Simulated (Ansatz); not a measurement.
# Starting-point dependence of the GW gap of SiC (F-43m), part 2 of 2

How much of the starting functional survives in the G0W0 gap of SiC (F-43m)?

Ansatz 0.2.0; G0W0 on several functionals, plane waves, PAW. Known limits of the many-body steps: not at the basis limit.

So far. Step 2 (G0W0 on LDA): The gap on the mesh goes from 1.32 eV to 2.31 eV, a correction of +0.99 eV. Between the two edge states, bare exchange in place of the xc potential would open the gap by 6.75 eV, and correlation takes back 5.76 eV. Step 3 (G0W0 on PBE): Against the run with 10×10×10 mesh, 185 empty bands, screening to 250 eV, hard PAW files on LDA, the gap moves by −0.002 eV, while the start moved by +0.04 eV.

In doubt: masses and optical values from hybrid runs of this build are listed as unsure (steps 4, 5), which bears on the screening that GW takes from such a start.

**4. G0W0 on HSE06**

This step: G0W0 on HSE06, plane waves, PAW.

input.yaml

```yaml
crystal:
  lattice:
    - [0.0, 2.179, 2.179]
    - [2.179, 0.0, 2.179]
    - [2.179, 2.179, 0.0]
  atoms:
    - { symbol: Si, position: [0.0, 0.0, 0.0] }
    - { symbol: C, position: [0.25, 0.25, 0.25] }
kpoints:
  mp_grid: { grid: [10, 10, 10] }
hamiltonian:
  xc: hse06
  pseudopotentials: { kind: paw, source: ansatz }
scf:
  occupations: { method: fixed }
gw:
  n_empty_bands: 185
  ecut_chi: 250
  qp_bands: [v2, c2]
  qp_kpoints: band_edges
  screening: { model: contour_deformation }
```

The run is started by

```
> ansatz run input.yaml --threads 3 --pin off --max-ram 92160MiB --backend cuda --events-out ev --progress --plain --runs-dir out --devices 1 --max-vram 13GiB
```

Numbers of over 12 decimals in the logs are rounded to 6 here.

The program printed:

```text
GPUs: using 1 of 1 available (devices: 1).
[...]
davidson cushion auto → on  (no smearing: the cushion is to keep the highest requested band from converging to the state above it; pin scf.eigensolver.cushion to override)
[...]
GPU FFT provider: cuFFT
GPU libraries: cuBLAS 13.8.2, cuFFT 12.4.0, cuSOLVER 12.3.4
Crystal: 2 atoms, lattice volume = 20.692 Å³
Basis set: ecut = 820 eV, 1067 PW (Γ)
[...]
1     5     16.6616    -8.8829    -5.1164   -13.9697  0.8094    16.6320    16.6320  root
     1     6     17.7548    -7.9061    -5.0922   -13.0880  0.8162    17.8444    17.8443  root
[...]
46     3      3.6632   -18.1187     2.9676   -14.8121  0.7772     3.3229     3.3242  root
    46     4      3.9603   -17.6391     2.6963   -14.5892  0.7844     3.6053     3.6067  root
    46     5     14.6746    -7.2503    -4.5881   -11.9049  0.8207    14.7410    14.7410  root
    46     6     18.2663    -7.3127    -5.1572   -12.5595  0.8154    18.3558    18.3557  root
[key lines of the parts left out:]
Free energy (F): -887.698290 eV
Fermi energy:    8.904292 eV
```

The job ended after 2.3 min (1 × NVIDIA H100 80GB HBM3 (shared by 6 runs) with 3 threads of AMD EPYC 7R13 (Zen 3), shared host; peak memory 2.2 GiB).

Numbers from this step:

```yaml
bands_summed: 189
rpa_eps_infinity_on_this_mesh_eigenvalues: 5.506, 5.506, 5.506
plane_waves_in_the_screening_matrix: 169
g0w0_gap_on_the_mesh: 2.686 eV
k_of_the_valence_top: 0, 0, 0
k_of_the_conduction_bottom: 0, -0.5, -0.5
starting_gap_on_the_mesh: 2.227 eV
least_direct_g0w0_gap_on_the_computed_points: 6.196 eV
```

Against the run with 10×10×10 mesh, 185 empty bands, screening to 250 eV, hard PAW files on PBE, the gap moves by +0.38 eV, while the start moved by +0.87 eV.

**5. G0W0 on PBE0**

This step: G0W0 on PBE0, plane waves, PAW.

input.yaml, as its differences from that of step 4:

```diff
@@ -11,3 +11,3 @@
 hamiltonian:
-  xc: hse06
+  xc: pbe0
   pseudopotentials: { kind: paw, source: ansatz }
```

The program printed:

```text
GPUs: using 1 of 1 available (devices: 1).
[...]
GPU FFT provider: cuFFT
GPU libraries: cuBLAS 13.8.2, cuFFT 12.4.0, cuSOLVER 12.3.4
Crystal: 2 atoms, lattice volume = 20.692 Å³
Basis set: ecut = 820 eV, 1067 PW (Γ)
Bands: 8, of which v1, the nominal top of the filled ones, is band 4 counted from 1 (3 counted from 0)
Symmetry: 24 space group operations
[...]
k-points: 47 of 1000 (time reversal used)
[...]
1     5     17.0306    -8.8699    -5.0050   -13.5968  0.8192    16.7529    16.7524  root
     1     6     18.1277    -7.9031    -4.9739   -12.7146  0.8257    17.9654    17.9652  root
[...]
46     3      3.2477   -18.1255     2.8238   -15.2334  0.7907     3.1795     3.1795  root
    46     4      3.5445   -17.6540     2.5664   -15.0175  0.7975     3.4743     3.4743  root
    46     5     15.0584    -7.2319    -4.4925   -11.5074  0.8296    14.8416    14.8413  root
    46     6     18.6545    -7.3052    -5.0371   -12.1650  0.8252    18.4774    18.4771  root
[key lines of the parts left out:]
Free energy (F): -887.925828 eV
Fermi energy:    8.532445 eV
```

Run time: 2.1 min. Hardware: 1 × NVIDIA H100 80GB HBM3 (shared by 6 runs) with 3 threads; peak memory 2.1 GiB.

This step gave:

```
bands summed                                 : 189
RPA ε∞ on this mesh (eigenvalues)            : 5.137, 5.137, 5.137
plane waves in the screening matrix          : 169
G0W0 gap on the mesh                         : 2.849 eV
k of the valence top                         : 0, 0, 0
k of the conduction bottom                   : 0, -0.5, -0.5
starting gap on the mesh                     : 2.943 eV
least direct G0W0 gap on the computed points : 6.394 eV
```

Against the run with 10×10×10 mesh, 185 empty bands, screening to 250 eV, hard PAW files on HSE06, the gap moves by +0.16 eV, while the start moved by +0.72 eV.

**6. Side by side**

All on the 10×10×10 mesh with 185 empty bands and screening to 250 eV. Times are wall times on 1 × NVIDIA H100 80GB HBM3 (shared by 6 runs) with 3 threads of AMD EPYC 7R13 (Zen 3), shared host, good to a factor of about two.

```csv
start,starting gap (eV),shift (eV),G0W0 gap (eV),RPA ε∞ (harmonic mean),"Z (valence, conduction)",time
LDA,1.32,+0.99,2.31,6.71,"0.79, 0.82",90 s
PBE,1.36,+0.95,2.31,6.61,"0.79, 0.82",62 s
HSE06,2.23,+0.46,2.69,5.51,"0.81, 0.84",2.3 min
PBE0,2.94,−0.09,2.85,5.14,"0.82, 0.85",2.1 min
```

How the two edges are built up, in eV (the quasiparticle level is the starting level plus Σx plus Σc less Vxc):

```csv
run,edge,start,Σx,Σc,Vxc,Z,QP
LDA,valence top,9.27,-18.20,1.69,-15.88,0.79,8.64
LDA,conduction bottom,10.59,-7.17,-4.07,-11.60,0.82,10.95
PBE,valence top,9.51,-18.22,1.74,-15.70,0.79,8.73
PBE,conduction bottom,10.87,-7.12,-4.02,-11.31,0.82,11.04
HSE06,valence top,8.90,-18.28,1.62,-16.26,0.81,8.51
HSE06,conduction bottom,11.13,-6.91,-3.94,-10.92,0.84,11.19
PBE0,valence top,8.53,-18.29,1.54,-16.63,0.82,8.43
PBE0,conduction bottom,11.48,-6.90,-3.87,-10.57,0.85,11.27
```

For a hybrid start, Vxc holds its share of exact exchange.

**7. Results**

```yaml
g0w0_lda: 2.31 eV (start 1.32 eV)
g0w0_pbe: 2.31 eV (start 1.36 eV)
g0w0_hse06: 2.69 eV (start 2.23 eV)
g0w0_pbe0: 2.85 eV (start 2.94 eV)
known_limits: not at the basis limit
```

In words: The starting gaps span 1.63 eV and the G0W0 gaps 0.54 eV. Between LDA and PBE0, 0.54 eV of the 1.63 eV survives, 33 %. PBE0 screens less than LDA (ε∞ 5.14 against 6.71). Of the 0.54 eV by which its G0W0 gap is higher, the correlation part gives +0.34 eV, and exchange with the one-particle terms, which follow the orbitals, +0.20 eV. On PBE0 the correction is negative: that start lies above its own G0W0 value. The smallest correction, −0.09 eV, is on PBE0, the start nearest to reproducing itself. Bands and cutoff are finite, so the gap is not at the basis limit. The miss can reach some tenths of an eV and take either sign; the mesh is an error of its own.

[Paths, hosts, dates, memory and timing lines, banners, echoed tables and standing remarks are left out of the program output.]

[Logs are printed without paths, hosts, clocks, repeated set-up lines and the standing remarks that a program may print on its own settings, such as how far it seeks lower states.]

[Runs of the session that timed out or met a known fault of the program may be left out.]

[Cells called generated may have been cut or substituted from an entry of the Crystallography Open Database or the Materials Project.]

[Hosts, paths, dates, database ids (printed as entryN), source tags and the programs' standing remarks are cut or masked in the printed files.]
